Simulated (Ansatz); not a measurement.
## A computed optical spectrum

Method: Ansatz, PBE, independent particles, without spin-orbit coupling, line width 0.1 eV (Gaussian); metals get a typed carrier damping. The response is along the first axis of the cell.

```json
{"E (eV)": "0.00", "Im ε": "0.00"}
{"E (eV)": "0.50", "Im ε": "0.00"}
{"E (eV)": "1.00", "Im ε": "0.00"}
{"E (eV)": "1.50", "Im ε": "0.00"}
{"E (eV)": "2.00", "Im ε": "0.00"}
{"E (eV)": "2.50", "Im ε": "0.88"}
{"E (eV)": "3.00", "Im ε": "1.92"}
{"E (eV)": "3.50", "Im ε": "7.29"}
{"E (eV)": "4.00", "Im ε": "16.44"}
{"E (eV)": "4.50", "Im ε": "9.65"}
{"E (eV)": "5.00", "Im ε": "5.40"}
{"E (eV)": "5.50", "Im ε": "4.89"}
{"E (eV)": "6.00", "Im ε": "4.29"}
{"E (eV)": "6.50", "Im ε": "3.90"}
{"E (eV)": "7.00", "Im ε": "4.07"}
{"E (eV)": "7.50", "Im ε": "4.45"}
{"E (eV)": "8.00", "Im ε": "4.32"}
{"E (eV)": "8.50", "Im ε": "4.41"}
{"E (eV)": "9.00", "Im ε": "3.41"}
{"E (eV)": "9.50", "Im ε": "3.29"}
{"E (eV)": "10.00", "Im ε": "3.70"}
```

**Question.** All candidates were run at this level. Which one is shown?
A. CsPbBr3 (Pm-3m)
B. Ag2IBr (Pmm2)
C. BP (F-43m)

**Answer.** B. Ag2IBr (Pmm2): least direct gap 2.27 eV, ε∞ = 6.91 along the first axis, strongest peak along the first axis at 4.10 eV. The others: CsPbBr3 (Pm-3m), least direct gap 1.52 eV, ε∞ = 5.13 along the first axis, strongest peak along the first axis at 3.94 eV; BP (F-43m), least direct gap 3.40 eV, ε∞ = 9.49 along the first axis, strongest peak along the first axis at 5.84 eV.

Cells made by substitution are models, which may or may not match a known phase.

[Logs are printed without paths, hosts, clocks, repeated set-up lines and the standing remarks that a program may print on its own settings, such as how far it seeks lower states.]
